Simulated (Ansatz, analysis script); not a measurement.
# FePt (Tetraferroplatinum): where the moment collapses, part 2 of 2

How do the moments of FePt (Tetraferroplatinum) answer to compression and expansion?

Ansatz 0.2.0; PBE, norm-conserving pseudopotentials.

So far. Step 4 (Factor 0.7, typed moments): It ends non-magnetic, with 0 μB on the largest site. Step 5 (Factor 0.7, starting moments cut to 30 %): It ends non-magnetic, with 0 μB on the largest site.

## Step 6: Factor 0.86, typed moments

Level of this step: Ansatz DFT, collinear, cell scaled evenly; PBE, norm-conserving (Ansatz).

The density is converged from the given moments; the state reached depends on that start.

input.yaml reads:

```yaml
crystal:
  lattice:
    - [2.58996282, 0.0, 0.0]
    - [0.0, 2.58996282, 0.0]
    - [0.0, 0.0, 3.53760297]
  atoms:
    - { symbol: Fe, position: [0.0, 0.0, 0.0], spin: 2.8 }
    - { symbol: Pt, position: [0.5, 0.5, 0.5] }
magnetization:
  spin_polarized: true
kpoints:
  mp_grid: { grid: [16, 16, 12] }
hamiltonian:
  xc: pbe
  pseudopotentials: { kind: nc }
scf:
  occupations: { method: fermi_dirac, width: 0.05 }
  max_iter: 120
  convergence: { dr2_threshold: 1.0e-08 }
basis:
  ecutwfc: 1224.512381
output:
  stress: true
```

Launch:

```sh
ansatz run input.yaml --threads 1 --pin off --max-ram 2560MiB --backend cpu --events-out ev --progress --plain --runs-dir out
```

Numbers of over 12 decimals in the logs are rounded to 6 here.

What it wrote:

```text
[...]
Crystal: 2 atoms, lattice volume = 23.730 Å³
Basis set: ecut = 1224.512381 eV, 2349 PW (Γ)
Bands: 23, of which v1, the nominal top of the filled ones, is band 17 counted from 1 (16 counted from 0)
Symmetry: 16 space group operations
[...]
k-points: 315 of 3072
[...]
Internal energy: -7089.169387 eV  (E = F + TS)
E sigma→0 (E₀):  -7089.174756 eV
Entropy (-TS):   -0.010739 eV (-5.369 meV/atom)
Fermi energy:    24.882230 eV
[...]
--- Stress (GPa, compression-positive) ---
       50.291147       0.000000       0.000000
        0.000000      50.291147       0.000000
        0.000000       0.000000      51.713279
  P = ⅓ Tr σ = 50.7652 GPa (507.652 kbar)
[key lines of the parts left out:]
SCF converged after 11 iterations
Magnetization: 2.9798 μB (18.4899 up, 15.5101 down)
Free energy (F): -7089.180125 eV
```

Wall time 80 s (1 thread of Arm Neoverse V2, shared host); peak memory 0.99 GiB.

It ends ferromagnetic, with 2.63 μB on the largest site.

## Step 7: Factor 1, typed moments

input.yaml: that of step 6 with these lines changed.

```diff
@@ -2,5 +2,5 @@
   lattice:
-    - [2.58996282, 0.0, 0.0]
-    - [0.0, 2.58996282, 0.0]
-    - [0.0, 0.0, 3.53760297]
+    - [2.7235, 0.0, 0.0]
+    - [0.0, 2.7235, 0.0]
+    - [0.0, 0.0, 3.72]
   atoms:
```

What it wrote:

```text
[...]
Crystal: 2 atoms, lattice volume = 27.593 Å³
Basis set: ecut = 1224.512381 eV, 2701 PW (Γ)
Bands: 23, of which v1, the nominal top of the filled ones, is band 17 counted from 1 (16 counted from 0)
Symmetry: 16 space group operations
[...]
k-points: 315 of 3072
[...]
Internal energy: -7089.746003 eV  (E = F + TS)
E sigma→0 (E₀):  -7089.751104 eV
Entropy (-TS):   -0.010203 eV (-5.101 meV/atom)
Fermi energy:    20.705044 eV
[...]
--- Stress (GPa, compression-positive) ---
        2.911271       0.000000       0.000000
        0.000000       2.911271       0.000000
        0.000000       0.000000       4.492706
  P = ⅓ Tr σ = 3.4384 GPa (34.384 kbar)
[key lines of the parts left out:]
SCF converged after 12 iterations
Magnetization: 3.2820 μB (18.6410 up, 15.3590 down)
Free energy (F): -7089.756206 eV
```

The job ended after 1.8 min (1 thread; peak memory 1.1 GiB).

It ends ferromagnetic, with 2.95 μB on the largest site.

## Step 8: Factor 1.15, typed moments

input.yaml: that of step 7 with these lines changed.

```diff
@@ -2,5 +2,5 @@
   lattice:
-    - [2.7235, 0.0, 0.0]
-    - [0.0, 2.7235, 0.0]
-    - [0.0, 0.0, 3.72]
+    - [2.8533825, 0.0, 0.0]
+    - [0.0, 2.8533825, 0.0]
+    - [0.0, 0.0, 3.89740514]
   atoms:
```

What it wrote:

```text
[...]
Crystal: 2 atoms, lattice volume = 31.732 Å³
Basis set: ecut = 1224.512381 eV, 3075 PW (Γ)
Bands: 23, of which v1, the nominal top of the filled ones, is band 17 counted from 1 (16 counted from 0)
Symmetry: 16 space group operations
[...]
k-points: 315 of 3072
[...]
Internal energy: -7089.509950 eV  (E = F + TS)
E sigma→0 (E₀):  -7089.516813 eV
Entropy (-TS):   -0.013727 eV (-6.864 meV/atom)
Fermi energy:    17.370588 eV
[...]
--- Stress (GPa, compression-positive) ---
      -18.492327       0.000000       0.000000
        0.000000     -18.492327       0.000000
        0.000000       0.000000     -17.956412
  P = ⅓ Tr σ = -18.3137 GPa (-183.137 kbar)
[key lines of the parts left out:]
SCF converged after 17 iterations
Magnetization: 3.4957 μB (18.7478 up, 15.2522 down)
Free energy (F): -7089.523677 eV
```

Wall time 2.3 min (1 thread); peak memory 1.2 GiB.

It ends ferromagnetic, with 3.19 μB on the largest site.

## Step 9: Factor 1.25, no spin

input.yaml, the sections that differ from step 8:

```yaml
crystal:
  lattice:
    - [2.93380144, 0.0, 0.0]
    - [0.0, 2.93380144, 0.0]
    - [0.0, 0.0, 4.00724852]
  atoms:
    - { symbol: Fe, position: [0.0, 0.0, 0.0] }
    - { symbol: Pt, position: [0.5, 0.5, 0.5] }
# kpoints, hamiltonian, scf, basis, output: as in step 8
# magnetization: removed
```

What it wrote:

```text
[...]
Crystal: 2 atoms, lattice volume = 34.491 Å³
Basis set: ecut = 1224.512381 eV, 3387 PW (Γ)
Bands: 21, of which v1, the nominal top of the filled ones, is band 17 counted from 1 (16 counted from 0)
Symmetry: 16 space group operations
[...]
k-points: 315 of 3072
[...]
SCF iter   1: F=—  HF=-7101.707225 eV  |F-HF|=—  |Δ(HF+E_count)|=         —  Δρ=5.63e-1  dr2=1.68e2  ethr=3.10e-3  ⟨swp⟩=5.3  Hψ=26283  notcnv=0
[...]
SCF iter  17: F=-7087.836419 eV  HF=-7087.836419 eV  |F-HF|=3.44e-10  |Δ(HF+E_count)|=   1.31e-9  Δρ=1.98e-6  dr2=4.92e-10  ethr=2.94e-11  ⟨swp⟩=4.0  Hψ=24192  notcnv=0
SCF 1 converged in 17 iterations: F = -7087.836419 eV  dr2 = 4.92e-10
SCF converged after 17 iterations
Free energy (F): -7087.836419 eV
[...]
Internal energy: -7087.780073 eV  (E = F + TS)
E sigma→0 (E₀):  -7087.808246 eV
Entropy (-TS):   -0.056347 eV (-28.173 meV/atom)
Fermi energy:    15.266661 eV
[...]
--- Stress (GPa, compression-positive) ---
      -36.266703      -0.000000       0.000000
       -0.000000     -36.266703      -0.000000
        0.000000      -0.000000     -33.985403
  P = ⅓ Tr σ = -35.5063 GPa (-355.063 kbar)
```

The job ended after 69 s (1 thread; peak memory 0.78 GiB).

This is the reference without moments at this size.

18 more runs differ from these in the same keys alone and are tabled below.

## Step 10: The curves

```tsv
factor	E typed (meV/atom)	E small	E no spin	largest moment, typed (μB)	small	state, typed	state, small
0.7	1615.7	1615.7	1615.7	0.00	0.00	non-magnetic	non-magnetic
0.78	791.5	801.8	801.8	2.18	0.00	ferromagnetic	non-magnetic
0.86	288.0	288.0	434.0	2.63	2.63	ferromagnetic	ferromagnetic
0.93	73.6	73.6	334.9	2.80	2.80	ferromagnetic	ferromagnetic
1	0.0	0.0	365.7	2.95	2.95	ferromagnetic	ferromagnetic
1.07	19.6	19.6	479.0	3.08	3.08	ferromagnetic	ferromagnetic
1.15	116.3	116.3	670.4	3.19	3.19	ferromagnetic	ferromagnetic
1.25	305.6	305.6	959.9	3.29	3.29	ferromagnetic	ferromagnetic
```

## Step 11: What came out

```json
{
  "lowest run": "factor 1, typed moments",
  "largest moment, typed start": "0 μB at 0.7 to 3.29 μB at 1.25",
  "gain by magnetism": "0.0 to 654.2 meV/atom"
}
```

From a factor of 0.7 to 1.25 the largest moment goes from 0 to 3.29 μB. The moment is lost at factors of 0.7 or less among those run. Site moments are taken in spheres that grow with the cell. It rises fastest, by 2.2 μB between 0.7 and 0.78; the grid is too coarse to tell a step from a steep rise. The two magnetic starts end on different states at 0.78, so the start decides there. Without spin the lowest energy lies at 0.93, under the magnetic state's 1: moments expand the cell. The cell's shape and the atoms were not relaxed. The 24 scaled-cell runs took 36 min of wall time, added up.

[Logs and program files are shortened in this print: banners, set-up blocks, solver, clock and traceback lines can be left out without a mark of their own.]

[Logs are printed without paths, hosts, clocks, repeated set-up lines and the standing remarks that a program may print on its own settings, such as how far it seeks lower states.]

[Hosts, paths, dates, database ids (printed as entryN), source tags and the programs' standing remarks are cut or masked in the printed files.]

[Where the input sets lower_state_search to off, the program did not look for lower states, so one may exist.]
